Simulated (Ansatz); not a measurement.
## Phonons of HfSnGe in the AlB2 type

Question: is the lattice of HfSnGe in the AlB2 type stable, and if so, what are its coupling constant and resistivity?

Method: DFT PBEsol, scalar-relativistic, plane waves, PAW; PAW set soft_1, in Ansatz 0.2.0.

Most raw output is cut from this account.

The structure was built from a prototype and need not be the compound's stable phase.

## (1) Set-up

The structure is hexagonal, space group P-6m2 (No. 187). Conventional cell: a = 4.295 Å, b = 4.295 Å, c = 4.510 Å, α = 90.00°, β = 90.00°, γ = 120.00°. Nearest to Hf lie 6 Sn at 3.35 Å and 6 Ge at 3.35 Å. Ge has 3 Sn at 2.48 Å and 6 Hf at 3.35 Å nearest. Nearest to Sn lie 3 Ge at 2.48 Å and 6 Hf at 3.35 Å. Farther neighbours are not listed.

## (2) Relaxation

The structure is brought to rest under this functional.

The input, input.yaml:

```yaml
crystal:
  lattice:
    - [4.29502, 0.0, 0.0]
    - [-2.14751, 3.7196, 0.0]
    - [0.0, 0.0, 4.50977]
  atoms:
    - { symbol: Hf, position: [0.0, 0.0, 0.0] }
    - { symbol: Ge, position: [0.33333333, 0.66666667, 0.5] }
    - { symbol: Sn, position: [0.66666667, 0.33333333, 0.5] }
kpoints:
  mp_grid: { grid: [9, 9, 8] }
hamiltonian:
  xc: pbesol
  pseudopotentials: { kind: paw, azcp: { folder: soft_1 }, xc_functional: pbe }
scf:
  occupations: { method: gaussian, width: 0.1 }
output:
  forces: true
  stress: true
  eigenvalues: true
relax:
  adjacent_minimum: "off"
  f_tol: 0.005
  max_steps: 80
  cell: { stress_tol: 0.05 }
```

Started as:

```sh
> ansatz run input.yaml --threads 4 --pin off --max-ram 12288MiB --backend cpu --events-out ev --progress --plain --runs-dir out
```

Elapsed: 82 s, on 4 threads of Intel Xeon 6975P-C (Granite Rapids), shared host; peak memory 0.63 GiB; 5.3 min of CPU time.

The steps of the relaxation:

| step | energy less that of the first step (eV) | largest force component (eV/Å) | pressure (GPa) | volume (Å³) |
| --- | --- | --- | --- | --- |
| 1 | 0.0000 | 0.0000 | -0.58 | 72.05 |
| 2 | -0.4382 | 0.0000 | -1.97 | 70.96 |
| 3 | -0.7999 | 0.0000 | -1.53 | 68.64 |
| 4 | -1.1253 | 0.0000 | -1.15 | 66.57 |
| 5 | -1.3757 | 0.0000 | 0.12 | 64.30 |
| 6 | -1.5476 | 0.0000 | 0.92 | 62.84 |
| 7 | -1.8441 | 0.0000 | 1.16 | 61.46 |
| 8 | -2.1337 | 0.0000 | 2.34 | 59.64 |
| 9 | -2.0949 | 0.0000 | 2.66 | 59.48 |
| 10 | -2.1934 | 0.0000 | -1.14 | 61.53 |
| 11 | -2.2068 | 0.0000 | -0.22 | 60.85 |
| 12 | -2.2069 | 0.0000 | 0.00 | 60.71 |
| 13* | -2.2151 | 0.0000 | 0.23 | 60.71 |
| 14 | -2.2153 | 0.0000 | 0.02 | 60.84 |
| 15* | -2.2154 | 0.0000 | 0.02 | 60.84 |

Relaxation steps marked * repeat the geometry before them on a plane-wave basis chosen anew for their cell, so energy and pressure can jump there. Relaxation step 9 was tried and not accepted.

The run keeps the 12 symmetry operations that it works with, so distortions that break them were not tested.

| cell as run | before | after | change |
| --- | --- | --- | --- |
| a (Å) | 4.295 | 4.930 | +14.8 % |
| b (Å) | 4.295 | 4.930 | +14.8 % |
| c (Å) | 4.510 | 2.890 | -35.9 % |
| volume (Å³/atom) | 24.02 | 20.28 | -15.5 % |

Final coordinates:

```
Hf Ge Sn
1.0
     4.93038    0.00000    0.00000
    -2.46519    4.26983    0.00000
     0.00000    0.00000    2.89024
Hf Ge Sn
1 1 1
Direct
  0.00000 0.00000 0.00000
  0.33333 0.66667 0.50000
  0.66667 0.33333 0.50000
```

This step gave:

```
pressure          : 0.01879 GPa
volume per atom   : 20.28 Å³/atom
metallic on mesh  : yes
gap on the k-mesh : 0 eV
```

The largest force is now zero by symmetry and the largest stress component 0.029 GPa.

## (3) Relaxing cell and atoms

The relaxation is repeated from the new cell as a check.

input.yaml, the sections that differ from step 2:

```yaml
crystal:
  lattice:
    - [4.9303783184, 0.0, 0.0]
    - [-2.4651891592, 4.269832874, 0.0]
    - [0.0, 0.0, 2.8902363327]
  atoms:
    - { symbol: Hf, position: [0.0, 0.0, 0.0] }
    - { symbol: Ge, position: [0.3333333333, 0.6666666667, 0.5] }
    - { symbol: Sn, position: [0.6666666667, 0.3333333333, 0.5] }
kpoints:
  mp_grid: { grid: [9, 9, 10] }
# hamiltonian, scf, output, relax: as in step 2
```

The job ended after 16 s (4 threads; peak memory 0.57 GiB).

The steps of the relaxation:

| step | energy less that of the first step (eV) | largest force component (eV/Å) | pressure (GPa) | volume (Å³) |
| --- | --- | --- | --- | --- |
| 1 | 0.0000 | 0.0000 | 0.09 | 60.84 |
| 2 | -0.0002 | 0.0000 | -0.07 | 60.98 |
| 3 | -0.0003 | 0.0000 | 0.00 | 60.92 |
| 4 | -0.0003 | 0.0000 | 0.00 | 60.92 |

The log counts 1 steps on a newly chosen plane-wave basis, not all of them marked here; energy and pressure can jump at such steps.

| conventional cell, symmetrised | before | after | change |
| --- | --- | --- | --- |
| a (Å) | 4.930 | 4.939 | +0.2 % |
| b (Å) | 4.930 | 4.939 | +0.2 % |
| c (Å) | 2.890 | 2.884 | -0.2 % |
| volume (Å³/atom) | 20.28 | 20.31 | +0.1 % |

Final coordinates:

```xyz
3
Lattice="4.9386 0.0000 0.0000 -2.4693 4.2770 0.0000 0.0000 0.0000 2.8842" Properties=species:S:1:pos:R:3 pbc="T T T"
Hf    0.0000    0.0000    0.0000
Ge    0.0000    2.8513    1.4421
Sn    2.4693    1.4257    1.4421
```

Numbers from this step:

| Property | Result |
| --- | --- |
| pressure | 5.04e-4 GPa |
| volume per atom | 20.31 Å³/atom |

The largest force is now zero by symmetry and the largest stress component 0.0018 GPa.

## (4) Tight relaxation

No force is left; the cell is relaxed once more with another smearing and tight thresholds.

input.yaml, the sections that differ from step 3:

```yaml
crystal:
  lattice:
    - [4.9386189095, 0.0, 0.0]
    - [-2.4693094548, 4.2769694353, 0.0]
    - [0.0, 0.0, 2.8842067977]
  atoms:
    - { symbol: Hf, position: [0.0, 0.0, 0.0] }
    - { symbol: Ge, position: [0.3333333333, 0.6666666667, 0.5] }
    - { symbol: Sn, position: [0.6666666667, 0.3333333333, 0.5] }
kpoints:
  mp_grid: { grid: [6, 6, 10] }
scf:
  occupations: { method: methfessel_paxton, width: 0.2 }
relax:
  adjacent_minimum: "off"
  f_tol: 0.001
  max_steps: 60
  cell: { stress_tol: 0.01 }
# hamiltonian, output: as in step 3
```

It took 14 s on 4 threads; peak memory 0.56 GiB.

Relaxation path:

| step | energy less that of the first step (eV) | largest force component (eV/Å) | pressure (GPa) | volume (Å³) |
| --- | --- | --- | --- | --- |
| 1 | 0.0000 | 0.0000 | 0.18 | 60.92 |
| 2 | -0.0002 | 0.0000 | -0.24 | 61.14 |
| 3 | -0.0006 | 0.0000 | 0.03 | 60.99 |
| 4 | -0.0006 | 0.0000 | -0.02 | 61.02 |
| 5 | -0.0006 | 0.0000 | 0.00 | 61.01 |
| 6 | -0.0007 | 0.0000 | 0.00 | 61.01 |

The log counts 1 steps on a newly chosen plane-wave basis, not all of them marked here; energy and pressure can jump at such steps.

| conventional cell, symmetrised | before | after | change |
| --- | --- | --- | --- |
| a (Å) | 4.939 | 4.933 | -0.1 % |
| b (Å) | 4.939 | 4.933 | -0.1 % |
| c (Å) | 2.884 | 2.895 | +0.4 % |
| volume (Å³/atom) | 20.31 | 20.34 | +0.1 % |

The relaxed structure:

```xyz
3
Lattice="4.9328 0.0000 0.0000 -2.4664 4.2719 0.0000 0.0000 0.0000 2.8953" Properties=species:S:1:pos:R:3 pbc="T T T"
Hf    0.0000    0.0000    0.0000
Ge    0.0000    2.8479    1.4476
Sn    2.4664    1.4240    1.4476
```

This step gave:

```yaml
pressure: 1.09e-4 GPa
volume_per_atom: 20.34 Å³/atom
```

The largest force is now zero by symmetry and the largest stress component 6.1e-4 GPa, small enough for phonons.

## (5) Phonons: q 2×2×2, k 4×4×6

Couplings are defined for a stable lattice alone, so phonons come first.

The input, input.yaml:

```yaml
crystal:
  lattice:
    - [4.9327630102, 0.0, 0.0]
    - [-2.4663815051, 4.2718980776, 0.0]
    - [0.0, 0.0, 2.8952586895]
  atoms:
    - { symbol: Hf, position: [0.0, 0.0, 0.0] }
    - { symbol: Ge, position: [0.3333333333, 0.6666666667, 0.5] }
    - { symbol: Sn, position: [0.6666666667, 0.3333333333, 0.5] }
kpoints:
  mp_grid: { grid: [4, 4, 6] }
hamiltonian:
  xc: pbesol
  pseudopotentials: { kind: paw, azcp: { folder: soft_1 }, xc_functional: pbe }
scf:
  occupations: { method: methfessel_paxton, width: 0.2 }
output:
  eigenvalues: true
phonons:
  method: dfpt
  qmesh: [2, 2, 2]
  temperatures: { t_max: 1000, t_step: 50 }
  qpath:
    path:
      - [[0.0, 0.0, 0.0], [0.5, 0.0, 0.0], [0.33333333, 0.33333333, 0.0], [0.0, 0.0, 0.0], [0.0, 0.0, 0.5], [0.5, 0.0, 0.5], [0.33333333, 0.33333333, 0.5], [0.0, 0.0, 0.5]]
      - [[0.5, 0.0, 0.5], [0.5, 0.0, 0.0]]
      - [[0.33333333, 0.33333333, 0.5], [0.33333333, 0.33333333, 0.0]]
    npoints: 10
```

Elapsed: 26 s, on 4 threads; peak memory 0.69 GiB.

Numbers from this step:

```yaml
share_of_imaginary_modes_in_the_plain_interpolation_between_solved_wavevectors: 0.0625
highest_frequency_solved_or_plainly_interpolated: 177.7 cm⁻¹
```

Solved on the 2×2×2 mesh alone; all other wavevectors are interpolated. The phonon branches at the labelled points (cm⁻¹):

| point | branch 1 | branch 2 | branch 3 | branch 4 | branch 5 | branch 6 | branch 7 | branch 8 | branch 9 |
| --- | --- | --- | --- | --- | --- | --- | --- | --- | --- |
| Γ | 0 | 0 | 0 | 32 | 68 | 95 | 95 | 178 | 178 |
| halfway | -7 | 27 | 39 | 57 | 66 | 92 | 95 | 166 | 175 |
| M | -11 | 33 | 46 | 62 | 74 | 90 | 106 | 150 | 172 |
| halfway | 15 | 38 | 46 | 60 | 74 | 84 | 116 | 144 | 173 |
| K | 25 | 45 | 45 | 57 | 68 | 83 | 129 | 134 | 173 |
| halfway | 3 | 30 | 40 | 64 | 65 | 87 | 99 | 163 | 175 |
| Γ | 0 | 0 | 0 | 32 | 68 | 95 | 95 | 178 | 178 |
| halfway | 42 | 53 | 53 | 97 | 97 | 115 | 131 | 170 | 170 |
| A | 52 | 81 | 81 | 92 | 92 | 161 | 162 | 162 | 172 |
| halfway | -14 | 64 | 74 | 82 | 84 | 148 | 162 | 165 | 171 |
| L | -56 | 41 | 69 | 71 | 77 | 133 | 161 | 167 | 169 |
| halfway | -58 | -21 | 62 | 81 | 86 | 131 | 158 | 168 | 168 |
| H | -60 | -41 | 55 | 83 | 98 | 126 | 155 | 168 | 169 |
| halfway | -30 | 52 | 76 | 78 | 85 | 146 | 160 | 166 | 170 |
| A | 52 | 81 | 81 | 92 | 92 | 161 | 162 | 162 | 172 |
| jump to L | -56 | 41 | 69 | 71 | 77 | 133 | 161 | 167 | 169 |
| halfway | -31 | 34 | 71 | 83 | 90 | 113 | 130 | 144 | 170 |
| M | -11 | 33 | 46 | 62 | 74 | 90 | 106 | 150 | 172 |
| jump to H | -60 | -41 | 55 | 83 | 98 | 126 | 155 | 168 | 169 |
| halfway | -34 | 11 | 64 | 76 | 114 | 116 | 128 | 130 | 169 |
| K | 25 | 45 | 45 | 57 | 68 | 83 | 129 | 134 | 173 |

Lowest modes at the softest wavevector of the mesh. Modes at q = (0.000, 0.500, 0.500), with each element's share of the kinetic energy (negative means imaginary):

| mode | frequency (cm⁻¹) | Hf % | Ge % | Sn % |
| --- | --- | --- | --- | --- |
| 1 | -55.9 | 24 | 75 | 1 |
| 2 | 40.8 | 0 | 36 | 64 |
| 3 | 68.9 | 0 | 30 | 70 |
| 4 | 70.9 | 100 | 0 | 0 |
| 5 | 76.8 | 70 | 25 | 5 |
| 6 | 133.2 | 6 | 64 | 30 |

Displacements in mode 1 (-55.9 cm⁻¹), the largest set to 1, in the home cell:
```
Hf1  0.00 -0.36  0.00
Ge2  0.00  0.00 -1.00
Sn3  0.00  0.00 -0.08
```

Displacements in mode 4 (70.9 cm⁻¹), the largest set to 1, in the home cell:
```
Hf1 1.00 0.00 0.00
Ge2 0.00 0.00 0.00
Sn3 0.00 0.00 0.00
```

Among the solved wavevectors the lowest mode, translations apart, is -55.9 cm⁻¹, imaginary.

## (6) Phonons by linear response: q 3×3×2, k 6×6×8

An imaginary mode on so few k-points may come from the sampling, so the phonons are repeated with another q and k mesh.

input.yaml, as its differences from that of step 5:

```diff
@@ -10,3 +10,3 @@
 kpoints:
-  mp_grid: { grid: [4, 4, 6] }
+  mp_grid: { grid: [6, 6, 8] }
 hamiltonian:
@@ -20,3 +20,3 @@
   method: dfpt
-  qmesh: [2, 2, 2]
+  qmesh: [3, 3, 2]
   temperatures: { t_max: 1000, t_step: 50 }
```

It took 1.7 min on 4 threads; peak memory 1 GiB; 6.4 min of CPU time.

Numbers from this step:

```yaml
share_of_imaginary_modes_in_the_plain_interpolation_between_solved_wavevectors: 0.0071
highest_frequency_solved_or_plainly_interpolated: 187.6 cm⁻¹
```

Solved on the 3×3×2 mesh alone; all other wavevectors are interpolated. The phonon branches at the labelled points (cm⁻¹):

| point | branch 1 | branch 2 | branch 3 | branch 4 | branch 5 | branch 6 | branch 7 | branch 8 | branch 9 |
| --- | --- | --- | --- | --- | --- | --- | --- | --- | --- |
| Γ | 0 | 0 | 0 | 31 | 66 | 78 | 78 | 178 | 178 |
| halfway | 18 | 30 | 39 | 64 | 69 | 88 | 101 | 156 | 170 |
| M | 23 | 27 | 50 | 65 | 81 | 85 | 98 | 147 | 170 |
| halfway | -13 | 34 | 49 | 61 | 65 | 73 | 117 | 145 | 171 |
| K | -22 | 45 | 46 | 47 | 55 | 63 | 135 | 136 | 172 |
| halfway | 22 | 28 | 40 | 68 | 68 | 86 | 106 | 152 | 170 |
| Γ | 0 | 0 | 0 | 31 | 66 | 78 | 78 | 178 | 178 |
| halfway | 55 | 55 | 62 | 89 | 89 | 110 | 138 | 171 | 171 |
| A | 78 | 78 | 83 | 98 | 98 | 150 | 163 | 163 | 186 |
| halfway | 63 | 68 | 86 | 89 | 104 | 154 | 164 | 169 | 188 |
| L | 42 | 58 | 88 | 90 | 113 | 150 | 166 | 178 | 187 |
| halfway | 44 | 44 | 86 | 105 | 118 | 146 | 166 | 176 | 187 |
| H | 33 | 45 | 86 | 118 | 123 | 141 | 166 | 174 | 186 |
| halfway | 59 | 62 | 87 | 92 | 108 | 153 | 163 | 171 | 188 |
| A | 78 | 78 | 83 | 98 | 98 | 150 | 163 | 163 | 186 |
| jump to L | 42 | 58 | 88 | 90 | 113 | 150 | 166 | 178 | 187 |
| halfway | 39 | 43 | 87 | 90 | 97 | 128 | 143 | 151 | 168 |
| M | 23 | 27 | 50 | 65 | 81 | 85 | 98 | 147 | 170 |
| jump to H | 33 | 45 | 86 | 118 | 123 | 141 | 166 | 174 | 186 |
| halfway | 17 | 28 | 68 | 95 | 127 | 131 | 137 | 142 | 169 |
| K | -22 | 45 | 46 | 47 | 55 | 63 | 135 | 136 | 172 |

Lowest modes at the softest wavevector of the mesh. Modes at q = (-0.333, -0.333, 0.000), with each element's share of the kinetic energy (negative means imaginary):

| mode | frequency (cm⁻¹) | Hf % | Ge % | Sn % |
| --- | --- | --- | --- | --- |
| 1 | -21.5 | 0 | 47 | 53 |
| 2 | 45.4 | 0 | 100 | 0 |
| 3 | 46.4 | 100 | 0 | 0 |
| 4 | 46.9 | 84 | 0 | 16 |
| 5 | 55.1 | 0 | 0 | 100 |
| 6 | 63.0 | 98 | 2 | 0 |

Displacements in mode 1 (-21.5 cm⁻¹), the largest set to 1, in the home cell (x, y, z of the real part, then of the imaginary part):
```
Hf1  0.00  0.00  0.00  0.00  0.00  0.00
Ge2  0.97  0.26  0.00 -0.26  0.97  0.00
Sn3  0.21 -0.80  0.00 -0.80 -0.21  0.00
```

Displacements in mode 2 (45.4 cm⁻¹), the largest set to 1, in the home cell:
```
Hf1  0.00  0.00  0.00
Ge2  0.00  0.00 -1.00
Sn3  0.00  0.00  0.00
```

The modes has structure finer than the step of the table below, so its rows give means over 5 cm⁻¹, whole bins alone (the curve runs from -31.1 to 203 cm⁻¹). Peaks (cm⁻¹: height): Ge 43.9: 0.0452, 102.7: 0.0218, 148.3: 0.0465, 167.4: 0.0760; Hf 43.9: 0.0211, 86.5: 0.0666, 130.6: 0.0161, 171.8: 0.0177; Sn 95.3: 0.0265, 129.1: 0.0151, 146.8: 0.0368, 168.8: 0.0597, 185.0: 0.0219.

Phonopy on the run's constants, 13x13x19 mesh, Gaussian sigma 2.0 cm⁻¹. Table of modes by wavenumber; means over each step; values in 1/cm⁻¹/cell:

| wavenumber (cm⁻¹) | Ge | Hf | Sn |
| --- | --- | --- | --- |
| -25 | 1.8e-4 | 2.2e-5 | 2.1e-4 |
| -20 | 0.00142 | 2.6e-4 | 0.00165 |
| -15 | 0.00180 | 4.9e-4 | 0.00208 |
| -10 | 0.00128 | 4.7e-4 | 0.00147 |
| -5 | 5.2e-4 | 2.2e-4 | 6.3e-4 |
| 0 | 1.3e-4 | 1.2e-4 | 1.7e-4 |
| 5 | 8.6e-4 | 4.8e-4 | 0.00103 |
| 10 | 0.00188 | 0.00123 | 0.00219 |
| 15 | 0.00281 | 0.00216 | 0.00338 |
| 20 | 0.00475 | 0.00403 | 0.00552 |
| 25 | 0.00851 | 0.00767 | 0.00931 |
| 30 | 0.0126 | 0.0102 | 0.0116 |
| 35 | 0.0186 | 0.0122 | 0.0118 |
| 40 | 0.0359 | 0.0184 | 0.0130 |
| 45 | 0.0417 | 0.0203 | 0.0151 |
| 50 | 0.0259 | 0.0151 | 0.0150 |
| 55 | 0.0167 | 0.0152 | 0.0166 |
| 60 | 0.0130 | 0.0165 | 0.0163 |
| 65 | 0.0108 | 0.0201 | 0.0160 |
| 70 | 0.00988 | 0.0273 | 0.0165 |
| 75 | 0.01000 | 0.0305 | 0.0146 |
| 80 | 0.0123 | 0.0393 | 0.0156 |
| 85 | 0.0137 | 0.0597 | 0.0176 |
| 90 | 0.0160 | 0.0546 | 0.0201 |
| 95 | 0.0180 | 0.0360 | 0.0250 |
| 100 | 0.0196 | 0.0213 | 0.0210 |
| 105 | 0.0194 | 0.0177 | 0.0189 |
| 110 | 0.0154 | 0.0201 | 0.0169 |
| 115 | 0.0129 | 0.0180 | 0.0129 |
| 120 | 0.00631 | 0.00729 | 0.00586 |
| 125 | 0.00404 | 0.00654 | 0.00854 |
| 130 | 0.00269 | 0.0135 | 0.0120 |
| 135 | 0.00155 | 0.00604 | 0.00206 |
| 140 | 0.0101 | 0.00574 | 0.00527 |
| 145 | 0.0350 | 0.0126 | 0.0282 |
| 150 | 0.0391 | 0.0124 | 0.0263 |
| 155 | 0.0184 | 0.00820 | 0.0129 |
| 160 | 0.0169 | 0.0121 | 0.0214 |
| 165 | 0.0530 | 0.0123 | 0.0432 |
| 170 | 0.0548 | 0.0154 | 0.0502 |
| 175 | 0.0101 | 0.0135 | 0.0219 |
| 180 | 9.6e-4 | 0.00277 | 0.0125 |
| 185 | 3.8e-4 | 0.00150 | 0.0209 |
| 190 | 1.3e-4 | 4.5e-4 | 0.00674 |
| 195 | 1.3e-6 | 2.6e-6 | 5.1e-5 |
| 200 | 0 | 0 | 0 |

No LO-TO term; unit eigenvectors of the mass-weighted matrix. The modes at Γ (shares of kinetic energy by element, %):

| mode | frequency (cm⁻¹) | symmetry | Hf % | Ge % | Sn % |
| --- | --- | --- | --- | --- | --- |
| 1 | 0.0 | unnamed | 48 | 20 | 32 |
| 2 | 0.0 | unnamed | 48 | 20 | 32 |
| 3 | 0.0 | unnamed | 48 | 20 | 32 |
| 4 | 31.2 | A2'' | 7 | 79 | 14 |
| 5 | 66.4 | A2'' | 45 | 1 | 54 |
| 6 | 78.1 | E' | 51 | 29 | 20 |
| 7 | 78.1 | E' | 51 | 29 | 20 |
| 8 | 178.3 | E' | 1 | 51 | 48 |
| 9 | 178.3 | E' | 1 | 51 | 48 |

Displacements in mode 4 (31.2 cm⁻¹), the largest set to 1:
```
Hf1  0.00  0.00 -0.19
Ge2  0.00  0.00  1.00
Sn3  0.00  0.00 -0.33
```

Displacements in mode 9 (178.3 cm⁻¹), the largest set to 1:
```
Hf1  0.00  0.10  0.00
Ge2  0.00  1.00  0.00
Sn3  0.00 -0.76  0.00
```

Among the solved wavevectors the lowest mode, translations apart, is -21.5 cm⁻¹, imaginary.

## (7) Outcome

```json
{
 "phonon run of the rows without a label of their own": "PBEsol, q 3×3×2, k 6×6×8",
 "softest mode on the q mesh": "-21.5 cm⁻¹ at q = (-0.333, -0.333, 0)",
 "highest frequency, solved or plainly interpolated": "188 cm⁻¹"
}
```

In words: The lattice is dynamically unstable at this level: a mode at q = (-0.333, -0.333, 0) is imaginary, 21.5i cm⁻¹, so no harmonic coupling constant or resistivity is defined for this structure. These meshes are coarse, and single modes of a metal can move by tens of cm⁻¹ with the k mesh. The coarser mesh found an imaginary mode at another wavevector, which this mesh lacks. Spin–orbit coupling, left out here, matters for Hf. The phonon runs are not spin-polarised. The PAW files were made for PBE; under other functionals the run regenerates their frozen core. The structure was built by hand as an ordered model, and its stability against other phases was not tested.

[Logs are printed without paths, hosts, clocks, repeated set-up lines and the standing remarks that a program may print on its own settings, such as how far it seeks lower states.]

[Hosts, paths, dates, database ids (printed as entryN), source tags and the programs' standing remarks are cut or masked in the printed files.]
